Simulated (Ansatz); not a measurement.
# AlVIn in the AlB2 type: lattice stability ahead of a resistivity run, part 2 of 2

The plan: relax AlVIn in the AlB2 type, check its phonons, and, if the lattice is stable, compute its Eliashberg function and ρ(T).

Ansatz 0.2.0; DFT PBE, scalar-relativistic, plane waves, PAW; PAW set soft_1.

So far. Step 2 (Rough relaxation): The largest force is now zero by symmetry and the largest stress component 0.082 GPa. Step 3 (Relaxing cell and atoms): The largest force is now zero by symmetry and the largest stress component 0.0031 GPa. The relaxed cell has a = 4.629, c = 2.787 Å (conventional setting).

The structure was built from a prototype and need not be the compound's stable phase.

**4. Relaxing tightly for phonons**

No force is left; the cell is relaxed once more with another smearing and tight thresholds.

The input, input.yaml:

```yaml
crystal:
  lattice:
    - [4.6292907792, 0.0, 0.0]
    - [-2.3146453896, 4.0090834163, 0.0]
    - [0.0, 0.0, 2.7869475899]
  atoms:
    - { symbol: V, position: [0.0, 0.0, 0.0] }
    - { symbol: Al, position: [0.3333333333, 0.6666666667, 0.5] }
    - { symbol: In, position: [0.6666666667, 0.3333333333, 0.5] }
kpoints:
  mp_grid: { grid: [6, 6, 9] }
hamiltonian:
  xc: pbe
  pseudopotentials: { kind: paw, azcp: { folder: soft_1 } }
scf:
  occupations: { method: methfessel_paxton, width: 0.2 }
output:
  forces: true
  stress: true
  eigenvalues: true
relax:
  adjacent_minimum: "off"
  f_tol: 0.001
  max_steps: 60
  cell: { stress_tol: 0.01 }
```

On the command line:

```
$ ansatz run input.yaml --threads 4 --pin off --max-ram 12288MiB --backend cpu --events-out ev --progress --plain --runs-dir out
```

Numbers of over 12 decimals in the logs are rounded to 6 here.

Output:

```text
[the first part of the log is left out]
  E_vxc        = -264.465204  (∫ρ·V_xc dr)
  E_paw        = -5805.244514  (= ΣΔE_a)
  E_vpaw       = -494.849827  (= ΣTr[D̂ρ^β])
  E_aug_tail   = 0.001226  (compensation charges beyond the density's cutoff)
  E_ewald      = -2509.133005
  E_smearing   = 0.001280  (= −TS)
  E_closure    = -0.000000  (closes the sum)
  Σ components = -9047.087034   (vs F -9047.087034, Δ=0.00e0)
[...]
--- Stress (GPa, compression-positive) ---
       -0.000008      -0.000000       0.000000
        0.000000      -0.000008       0.000000
        0.000000       0.000000      -0.000646
  P = ⅓ Tr σ = -0.0002 GPa (-0.002 kbar)
--- Band table (eV; the first three rows and the last of 35) ---
[...]
--- Relaxed structure (4 steps of the walk, 4 accepted, 1 SCFs on fresh bases) ---
[...]
cell:  # Å, volume = 51.7040 Å³
    - [4.630505, 0, 0.0]
    - [-2.315252, 4.010135, 0.0]
    - [0.0, 0.0, 2.784436]
  atoms:
    - { symbol: V, position: [0, 0, 0.0] }
    - { symbol: Al, position: [0.333333, 0.666667, 0.500000] }
    - { symbol: In, position: [0.666667, 0.333333, 0.500000] }
```

Wall time 6.6 s (4 threads of Arm Neoverse V1, shared host); peak memory 0.39 GiB.

Little changed from the start: no atom moved by 0.005 Å and no cell edge by 0.1 %.

This step gave:

```yaml
pressure: -2.21e-4 GPa
volume_per_atom: 17.23 Å³/atom
```

The largest force is now zero by symmetry and the largest stress component 6.5e-4 GPa, small enough for phonons.

**5. Phonons: q 2×2×2, k 4×4×6**

Before any scattering is computed, the phonons show whether the structure is a minimum.

The input, input.yaml:

```yaml
crystal:
  lattice:
    - [4.6305049093, 0.0, 0.0]
    - [-2.3152524547, 4.0101348838, 0.0]
    - [0.0, 0.0, 2.7844359175]
  atoms:
    - { symbol: V, position: [0.0, 0.0, 0.0] }
    - { symbol: Al, position: [0.3333333333, 0.6666666667, 0.5] }
    - { symbol: In, position: [0.6666666667, 0.3333333333, 0.5] }
kpoints:
  mp_grid: { grid: [4, 4, 6] }
hamiltonian:
  xc: pbe
  pseudopotentials: { kind: paw, azcp: { folder: soft_1 } }
scf:
  occupations: { method: methfessel_paxton, width: 0.2 }
output:
  eigenvalues: true
phonons:
  method: dfpt
  qmesh: [2, 2, 2]
  temperatures: { t_max: 1000, t_step: 50 }
  qpath:
    path:
      - [[0.0, 0.0, 0.0], [0.5, 0.0, 0.0], [0.33333333, 0.33333333, 0.0], [0.0, 0.0, 0.0], [0.0, 0.0, 0.5], [0.5, 0.0, 0.5], [0.33333333, 0.33333333, 0.5], [0.0, 0.0, 0.5]]
      - [[0.5, 0.0, 0.5], [0.5, 0.0, 0.0]]
      - [[0.33333333, 0.33333333, 0.5], [0.33333333, 0.33333333, 0.0]]
    npoints: 10
```

Output:

```text
[...]
Crystal: 3 atoms, lattice volume = 51.704 Å³
Basis set: ecut = 420 eV, 975 PW (Γ), exchange–correlation on 64×64×40 points (8 copies of the dense FFT grid, shifted against one another)
Bands: 19, of which v1, the nominal top of the filled ones, is band 15 counted from 1 (14 counted from 0)
Symmetry: 12 space group operations
k-points: 16 of 96 (time reversal used)
[...]
SCF iter   1: F=—  HF=-9047.881951 eV  |F-HF|=—  |Δ(HF+E_count)|=         —  Δρ=5.45e-2  dr2=3.70e0  ethr=3.10e-3  ⟨swp⟩=4.6  Hψ=1292  notcnv=0
[...]
SCF iter  10: F=-9047.121238 eV  HF=-9047.121238 eV  |F-HF|=1.82e-12  |Δ(HF+E_count)|=  1.64e-11  S|Δr|=    0.00e0  Δρ=3.01e-8  dr2=3.21e-13  ethr=1.00e-12  ⟨swp⟩=5.0  Hψ=1167  notcnv=0
SCF 1 converged in 10 iterations: F = -9047.121238 eV  dr2 = 3.21e-13
[...]
phonons: the bands overlap, so this run is a metal and interpolates without the dipole-dipole term. If the crystal is really an insulator or semiconductor, its LO-TO splitting is missing
NSCF: frozen V_eff on 16 k-points
[...]
DFPT response loops at q = (0, 0, 0) (fractional): preconditioner auto → Kerker (q_TF=auto, 2.478 Å⁻¹) (partly filled bands, converged f_vac=0.000); β = 1.00, the filter's whole step (`scf.mixing.beta` (0.50) is not read by the response loops under this deck's `scf.mixing.preconditioner`; to damp them name `kerker` or `kerker_dos`, under which they read `scf.mixing.beta`, and type it under 1.00, their step now; both keys bind the ground state too); Broyden in place of MSR1
[...]
SCF converged after 10 iterations
Stability not checked: this state was not tested for a lower state beside it, because cold or Methfessel-Paxton smearing, or corrected tetrahedra, fill the levels in a way that the test cannot read (fill_not_monotonic; see scf.lower_state_search)
Free energy (F): -9047.121238 eV
[...]
Internal energy: -9047.115538 eV  (E = F + TS)
E sigma→0 (E₀):  -9047.119813 eV
Entropy (-TS):   -0.005700 eV (-1.900 meV/atom)
Fermi energy:    12.328629 eV
[...]
--- Band table (eV; the first three rows and the last of 16) ---
  k-point 0: bands = [... 11 lower, 9.4799, 10.9506, 11.2998, 13.0267, 13.0267, 13.8391, 13.8391, 15.2538]
  k-point 1: bands = [... 11 lower, 9.9886, 11.3771, 11.7843, 12.2485, 12.2485, 14.8985, 14.8985, 15.2432]
  k-point 2: bands = [... 11 lower, 11.2641, 11.2641, 11.5063, 11.5063, 13.0467, 14.6117, 14.9627, 14.9627]
  k-point 15: bands = [... 11 lower, 9.1826, 10.4202, 10.8213, 12.8938, 13.0919, 13.6316, 13.9447, 14.4348]
--- Phonons (Γ-DFPT): 6 representative perturbations + reference (Σ response iterations 18) ---
  ASR residual: 3.802e-5 → 0.000e0 eV/Å²; symmetrization residual: 5.743e-6 eV/Å²
  ASR residual per site (eV/Å²): 3.80e-5 4.30e-6 1.56e-5
  Γ frequencies (cm⁻¹): 0.00 0.00 0.00 46.69 148.42 148.42 156.42 279.39 279.39
--- Phonons (arbitrary-q DFPT): 4 irreducible q on the 2×2×2 mesh ---
  q = [0.0000, 0.0000, 0.0000] (star 1, of the zone-centre solve; hermiticity 1.45e-6, symmetrization 1.30e-10): -0.00 0.00 0.00 46.69 148.42 148.42 156.42 279.39 279.39
  q = [0.0000, 0.0000, -0.5000] (star 1, 6 solved perturbations in 132 linear systems a pass and spin channel, the states on 28 of 96 k-point pairs; hermiticity 6.92e-7, symmetrization 1.23e-7): -82.09 70.99 70.99 205.67 221.92 221.92 268.25 285.76 285.76
  q = [0.0000, -0.5000, 0.0000] (star 3, 9 solved perturbations on 28 of 96 k-point pairs; hermiticity 3.01e-5, symmetrization 1.88e-6): -43.38 50.76 83.78 124.30 124.46 154.76 170.85 277.51 290.28
[...]
sum rule: each row above includes the acoustic sum rule's correction from the zone centre's row sums; it moved no ω² by more than (0.45 cm⁻¹)²
  mesh force constants: q→R imaginary residual 1.29e-17; ASR residual 3.802e-5 → 0.000e0 eV/Å²; symmetrization residual 7.105e-15 eV/Å²
  interpolated dispersion: 93 rows × 9 modes
  density of states and harmonic sums: on the 16×16×22 q-mesh, interpolated from the force constants of a 2×2×2 supercell (no non-analytic term)
  largest difference from the sums on the solved wave vectors: F 8.79e-2 eV, S 1.27e-4 and C_V 3.88e-5 eV/K
  zero-point energy: 0.092551 eV/cell   skipped modes (ω ≤ 0): 166, of them read as no rigid motion or as one in doubt: 163 (4.251e-1 modes/cell left out, lowest -82.09 cm⁻¹)   left out of the sums: 4.73e-2 of the cell's modes: C_V's classical limit lies that fraction below 3 k_B per atom; for a crystal, a wire or a layer, F and S can be off by more, and a phonons.interpolated_qmesh denser along its periods is the remedy for the sampling
```

Wall time 28 s (4 threads); peak memory 0.51 GiB; 1.8 min of CPU time.

Numbers from this step:

```yaml
share_of_imaginary_modes_in_the_plain_interpolation_between_solved_wavevectors: 0.0448
highest_frequency_solved_or_plainly_interpolated: 304.7 cm⁻¹
```

Solved on the 2×2×2 mesh alone; all other wavevectors are interpolated. Phonon branches along the path, in cm⁻¹:

| point | branch 1 | branch 2 | branch 3 | branch 4 | branch 5 | branch 6 | branch 7 | branch 8 | branch 9 |
| --- | --- | --- | --- | --- | --- | --- | --- | --- | --- |
| Γ | 0 | 0 | 0 | 47 | 148 | 148 | 156 | 279 | 279 |
| halfway | -39 | 42 | 67 | 90 | 139 | 155 | 158 | 279 | 285 |
| M | -43 | 51 | 84 | 124 | 124 | 155 | 171 | 278 | 290 |
| halfway | -15 | 52 | 84 | 99 | 145 | 156 | 174 | 271 | 294 |
| K | 37 | 54 | 84 | 91 | 144 | 156 | 182 | 265 | 297 |
| halfway | -34 | 45 | 71 | 91 | 149 | 154 | 154 | 276 | 288 |
| Γ | 0 | 0 | 0 | 47 | 148 | 148 | 156 | 279 | 279 |
| halfway | 54 | 62 | 62 | 149 | 185 | 185 | 205 | 283 | 283 |
| A | -82 | 71 | 71 | 206 | 222 | 222 | 268 | 286 | 286 |
| halfway | -33 | 58 | 111 | 194 | 206 | 224 | 272 | 287 | 290 |
| L | 43 | 66 | 139 | 181 | 188 | 230 | 274 | 288 | 295 |
| halfway | -32 | 99 | 137 | 176 | 189 | 232 | 273 | 281 | 301 |
| H | -46 | 120 | 131 | 173 | 189 | 234 | 272 | 277 | 305 |
| halfway | -32 | 70 | 116 | 190 | 202 | 226 | 272 | 284 | 294 |
| A | -82 | 71 | 71 | 206 | 222 | 222 | 268 | 286 | 286 |
| jump to L | 43 | 66 | 139 | 181 | 188 | 230 | 274 | 288 | 295 |
| halfway | 30 | 104 | 141 | 143 | 156 | 181 | 218 | 283 | 293 |
| M | -43 | 51 | 84 | 124 | 124 | 155 | 171 | 278 | 290 |
| jump to H | -46 | 120 | 131 | 173 | 189 | 234 | 272 | 277 | 305 |
| halfway | 12 | 115 | 134 | 138 | 172 | 191 | 211 | 271 | 301 |
| K | 37 | 54 | 84 | 91 | 144 | 156 | 182 | 265 | 297 |

The phonon branches as a text plot (rows in cm⁻¹):

```
    297 |    ********              ************  ****************
    281 |*******    ****************************************
    264 |       ****           *****    **** ******      ** *****
    248 |                     *                            *
    232 |                    *     ***********   * *     **
    216 |                      ****           *** * *      **
    200 |                   *********       *****  * *       *
    184 |        **         * *     **********   ** * ** ********
    168 |   *****  *       * *          ****      ** *  *** ***
    152 |****************** *                      ******  *  ***
    135 |  *** *                     *******     ******* ** ***
    119 |    ***                    *    ** **       ********* *
    103 |   *   *          *       *    *  *        ****     ** *
     87 |    *********    *       *    *    * **   *    *      **
     71 |  **       ***    * ******   *      ******    *       *
     55 |*** ******** ** ** *      ***                  *       *
     39 | ***    **  **** **         **          ***          ***
     23 |*         *   * *   *      *               **       *
      7 |*              *              *                    *
    -10 |*      *
    -26 | **        ****           *        **        **   *
    -42 |   ****              *         ****            ***
    -58 |                                     *
    -74 |                      ****            **
         Γ    M   K     Γ       A     L  H     A|L     M|H      K
```

Lowest modes at the softest wavevector of the mesh. The modes at q = (0.000, 0.000, 0.500) (shares of kinetic energy by element, %) (negative means imaginary):

| mode | frequency (cm⁻¹) | V % | Al % | In % |
| --- | --- | --- | --- | --- |
| 1 | -82.1 | 100 | 0 | 0 |
| 2 | 71.0 | 0 | 15 | 85 |
| 3 | 71.0 | 0 | 15 | 85 |
| 4 | 205.7 | 0 | 9 | 91 |
| 5 | 221.9 | 100 | 0 | 0 |
| 6 | 221.9 | 100 | 0 | 0 |

Displacements in mode 1 (-82.1 cm⁻¹), the largest set to 1, in the home cell:
```
V1  0.00 0.00 1.00
Al2 0.00 0.00 0.00
In3 0.00 0.00 0.00
```

Displacements in mode 5 (221.9 cm⁻¹), the largest set to 1, in the home cell:
```
V1  1.00 0.00 0.00
Al2 0.00 0.00 0.00
In3 0.00 0.00 0.00
```

Among the solved wavevectors the lowest mode, translations apart, is -82.1 cm⁻¹, imaginary.

**6. Lattice stability: q 3×3×3, k 6×6×9**

An imaginary mode on so few k-points may come from the sampling, so the phonons are repeated with another q and k mesh.

input.yaml, as its differences from that of step 5:

```diff
@@ -10,3 +10,3 @@
 kpoints:
-  mp_grid: { grid: [4, 4, 6] }
+  mp_grid: { grid: [6, 6, 9] }
 hamiltonian:
@@ -20,3 +20,3 @@
   method: dfpt
-  qmesh: [2, 2, 2]
+  qmesh: [3, 3, 3]
   temperatures: { t_max: 1000, t_step: 50 }
```

Output:

```text
[...]
Crystal: 3 atoms, lattice volume = 51.704 Å³
Basis set: ecut = 420 eV, 975 PW (Γ), exchange–correlation on 64×64×40 points (8 copies of the dense FFT grid, shifted against one another)
Bands: 19, of which v1, the nominal top of the filled ones, is band 15 counted from 1 (14 counted from 0)
Symmetry: 12 space group operations
k-points: 35 of 324 (time reversal used)
[...]
SCF iter   1: F=—  HF=-9047.870908 eV  |F-HF|=—  |Δ(HF+E_count)|=         —  Δρ=5.61e-2  dr2=3.86e0  ethr=3.10e-3  ⟨swp⟩=4.5  Hψ=2837  notcnv=0
[...]
SCF iter  10: F=-9047.087034 eV  HF=-9047.087034 eV  |F-HF|=1.82e-12  |Δ(HF+E_count)|=  1.27e-11  S|Δr|=    0.00e0  Δρ=1.35e-7  dr2=2.96e-12  ethr=1.00e-12  ⟨swp⟩=4.2  Hψ=2783  notcnv=0
SCF 1 converged in 10 iterations: F = -9047.087034 eV  dr2 = 2.96e-12
[...]
SCF converged after 10 iterations
[...]
Free energy (F): -9047.087034 eV
[...]
Internal energy: -9047.088314 eV  (E = F + TS)
E sigma→0 (E₀):  -9047.087354 eV
Entropy (-TS):   0.001280 eV (0.427 meV/atom)
Fermi energy:    12.384425 eV
[...]
--- Band table (eV; the first three rows and the last of 35) ---
  k-point 0: bands = [... 11 lower, 9.4866, 10.9424, 11.2929, 13.0298, 13.0298, 13.8418, 13.8418, 15.2750]
  k-point 1: bands = [... 11 lower, 9.7177, 11.1540, 11.5136, 12.5671, 12.5671, 14.4288, 14.4288, 15.2685]
  k-point 2: bands = [... 11 lower, 10.3677, 11.5318, 11.9541, 11.9541, 12.1145, 15.1720, 15.1720, 15.4704]
  k-point 34: bands = [... 11 lower, 10.1546, 10.2794, 10.6230, 12.7045, 13.2727, 13.4793, 13.8609, 14.1203]
[...]
ASR residual: 1.417e-4 → 0.000e0 eV/Å²; symmetrization residual: 7.381e-6 eV/Å²
  ASR residual per site (eV/Å²): 1.42e-4 1.35e-5 1.01e-5
  Γ frequencies (cm⁻¹): 0.00 0.00 0.00 49.05 143.25 143.25 154.48 282.61 282.61
--- Phonons (arbitrary-q DFPT): 6 irreducible q on the 3×3×3 mesh ---
[...]
interpolated dispersion: 93 rows × 9 modes
[...]
```

It took 2.5 min on 4 threads; peak memory 0.8 GiB; 9.7 min of CPU time.

Numbers from this step:

```
share of imaginary modes in the plain interpolation between solved wavevectors : 0.0264
highest frequency, solved or plainly interpolated                              : 302.9 cm⁻¹
```

Solved on the 3×3×3 mesh alone; all other wavevectors are interpolated. The phonon branches at the labelled points (cm⁻¹):

| point | branch 1 | branch 2 | branch 3 | branch 4 | branch 5 | branch 6 | branch 7 | branch 8 | branch 9 |
| --- | --- | --- | --- | --- | --- | --- | --- | --- | --- |
| Γ | 0 | 0 | 0 | 49 | 143 | 143 | 154 | 283 | 283 |
| halfway | -44 | 43 | 68 | 86 | 123 | 152 | 155 | 281 | 287 |
| M | -56 | 51 | 85 | 116 | 128 | 155 | 168 | 280 | 291 |
| halfway | -15 | 52 | 85 | 105 | 150 | 154 | 170 | 276 | 292 |
| K | 27 | 54 | 85 | 120 | 150 | 154 | 178 | 273 | 292 |
| halfway | -22 | 46 | 72 | 76 | 139 | 150 | 155 | 280 | 288 |
| Γ | 0 | 0 | 0 | 49 | 143 | 143 | 154 | 283 | 283 |
| halfway | 63 | 63 | 123 | 147 | 162 | 162 | 208 | 283 | 283 |
| A | 70 | 70 | 140 | 186 | 186 | 199 | 273 | 284 | 284 |
| halfway | 57 | 91 | 149 | 174 | 179 | 212 | 270 | 286 | 290 |
| L | 43 | 102 | 157 | 162 | 172 | 224 | 267 | 287 | 295 |
| halfway | 18 | 116 | 151 | 159 | 175 | 225 | 266 | 283 | 300 |
| H | -27 | 132 | 140 | 157 | 177 | 226 | 265 | 280 | 303 |
| halfway | 48 | 100 | 150 | 169 | 180 | 215 | 270 | 284 | 293 |
| A | 70 | 70 | 140 | 186 | 186 | 199 | 273 | 284 | 284 |
| jump to L | 43 | 102 | 157 | 162 | 172 | 224 | 267 | 287 | 295 |
| halfway | 24 | 113 | 136 | 138 | 156 | 179 | 210 | 283 | 293 |
| M | -56 | 51 | 85 | 116 | 128 | 155 | 168 | 280 | 291 |
| jump to H | -27 | 132 | 140 | 157 | 177 | 226 | 265 | 280 | 303 |
| halfway | 11 | 126 | 130 | 147 | 166 | 183 | 207 | 277 | 298 |
| K | 27 | 54 | 85 | 120 | 150 | 154 | 178 | 273 | 292 |

The phonon branches as a text plot (rows in cm⁻¹):

```
    295 |   **********             ***********   ****************
    280 |*******************************************************
    266 |                      *******************       *      *
    251 |                     *                   *       *
    236 |                    *                     *       *
    221 |                           **********   **      **
    206 |                   *   ****          ***   *      **
    191 |                      ***             **  * *       **
    176 |       ****       * ***  ************** *  * ** ***** **
    161 |****************** **       ********    *********  *****
    146 |***    *************   *****   *********  * *   ********
    131 | **  **      **     ***         **         ********* *
    116 |   **** **         *           *  *       ******    ****
    101 |   *   *  *       *        ****    **   **   *       *
     86 |    ********     **      **          *         *       *
     71 |  **       **       ******            **      *       *
     56 |*** *******  ***** *      **         *         *       *
     41 |  **       ****   *         **     **   ***
     26 | *      ***   * **            *            *         ***
     11 |*          *    *                                  **
     -4 |*              *               *  *
    -19 |       *    * *                  *          *    **
    -34 | **          *                  *            *  *
    -49 |   ****                                       **
         Γ    M   K     Γ       A     L  H     A|L     M|H      K
```

Lowest modes at the softest wavevector of the mesh. The modes at q = (0.000, 0.333, 0.000) (shares of kinetic energy by element, %) (negative means imaginary):

| mode | frequency (cm⁻¹) | V % | Al % | In % |
| --- | --- | --- | --- | --- |
| 1 | -51.9 | 40 | 8 | 52 |
| 2 | 47.5 | 2 | 4 | 94 |
| 3 | 77.1 | 9 | 88 | 3 |
| 4 | 107.7 | 17 | 8 | 75 |
| 5 | 118.0 | 58 | 14 | 28 |
| 6 | 154.7 | 89 | 8 | 3 |

Displacements in mode 1 (-51.9 cm⁻¹), the largest set to 1, in the home cell (x, y, z of the real part, then of the imaginary part):
```
V1   1.00  0.00  0.00  0.00  0.00  0.00
Al2  0.63  0.00  0.00  0.03  0.00  0.00
In3  0.76  0.00  0.00 -0.02  0.00  0.00
```

Displacements in mode 5 (118.0 cm⁻¹), the largest set to 1, in the home cell (x, y, z of the real part, then of the imaginary part):
```
V1   1.00  0.00  0.00  0.05  0.00  0.00
Al2 -0.67  0.00  0.00  0.10  0.00  0.00
In3 -0.45  0.00  0.00 -0.04  0.00  0.00
```

The modes has structure finer than the step of the table below, so its rows give means over 20 cm⁻¹, whole bins alone (the curve runs from -65.9 to 322 cm⁻¹). Peaks (cm⁻¹: height): Al 282.9: 0.104; In 26.8: 0.0166, 56.0: 0.0173, 75.6: 0.0142, 107.3: 0.0213, 153.6: 0.0170, 219.4: 0.00843, 292.6: 0.0150; V 153.6: 0.0815.

Phonopy on the run's constants, 15x15x21 mesh, Gaussian sigma 2.8 cm⁻¹. The modes by wavenumber; means over each step; values in 1/cm⁻¹/cell:

| wavenumber (cm⁻¹) | Al | In | V |
| --- | --- | --- | --- |
| -40 | 4.3e-4 | 0.00244 | 0.00135 |
| -20 | 7.9e-4 | 0.00390 | 0.00127 |
| 0 | 3.4e-4 | 0.00161 | 3.4e-4 |
| 20 | 0.00241 | 0.0109 | 0.00131 |
| 40 | 0.00253 | 0.0139 | 0.00127 |
| 60 | 0.00272 | 0.0141 | 0.00132 |
| 80 | 0.00569 | 0.0118 | 0.00298 |
| 100 | 0.00572 | 0.0182 | 0.00774 |
| 120 | 0.00396 | 0.0144 | 0.00887 |
| 140 | 0.00422 | 0.0127 | 0.0324 |
| 160 | 0.00531 | 0.0124 | 0.0568 |
| 180 | 0.00460 | 0.00626 | 0.0240 |
| 200 | 0.00450 | 0.00613 | 0.00472 |
| 220 | 0.00436 | 0.00633 | 0.00308 |
| 240 | 0.00459 | 4.0e-4 | 6.8e-4 |
| 260 | 0.0105 | 7.0e-4 | 9.5e-4 |
| 280 | 0.0605 | 0.00730 | 3.9e-4 |
| 300 | 0.0268 | 0.00613 | 2.2e-4 |

No LO-TO term; unit eigenvectors of the mass-weighted matrix. Modes at Γ, with each element's share of the kinetic energy:

| mode | frequency (cm⁻¹) | symmetry | V % | Al % | In % |
| --- | --- | --- | --- | --- | --- |
| 1 | 0.0 | unnamed | 26 | 14 | 60 |
| 2 | 0.0 | unnamed | 26 | 14 | 60 |
| 3 | 0.0 | unnamed | 26 | 14 | 60 |
| 4 | 49.0 | A2'' | 8 | 61 | 32 |
| 5 | 143.3 | E' | 74 | 4 | 22 |
| 6 | 143.3 | E' | 74 | 4 | 22 |
| 7 | 154.5 | A2'' | 66 | 25 | 9 |
| 8 | 282.6 | E' | 0 | 82 | 18 |
| 9 | 282.6 | E' | 0 | 82 | 18 |

Displacements in mode 4 (49.0 cm⁻¹), the largest set to 1:
```
V1   0.00  0.00  0.26
Al2  0.00  0.00  1.00
In3  0.00  0.00 -0.35
```

Displacements in mode 8 (282.6 cm⁻¹), the largest set to 1:
```
V1  -0.01  0.00  0.00
Al2  1.00  0.00  0.00
In3 -0.23  0.00  0.00
```

Among the solved wavevectors the lowest mode, translations apart, is -51.9 cm⁻¹, imaginary.

**7. Outcome**

```json
{
 "phonon run of the rows without a label of their own": "PBE, q 3×3×3, k 6×6×9",
 "softest mode on the q mesh": "-51.9 cm⁻¹ at q = (0, 0.333, 0)",
 "highest frequency, solved or plainly interpolated": "303 cm⁻¹"
}
```

In words: The lattice is dynamically unstable at this level: a mode at q = (0, 0.333, 0) is imaginary, 51.9i cm⁻¹, so no harmonic coupling constant or resistivity is defined for this structure. These meshes are coarse, and single modes of a metal can move by tens of cm⁻¹ with the k mesh. The coarser mesh found an imaginary mode at another wavevector, which this mesh lacks. The phonon runs are not spin-polarised. The structure was built by hand as an ordered model, and its stability against other phases was not tested.

[Logs are printed without paths, hosts, clocks, repeated set-up lines and the standing remarks that a program may print on its own settings, such as how far it seeks lower states.]

[Hosts, paths, dates, database ids (printed as entryN), source tags and the programs' standing remarks are cut or masked in the printed files.]
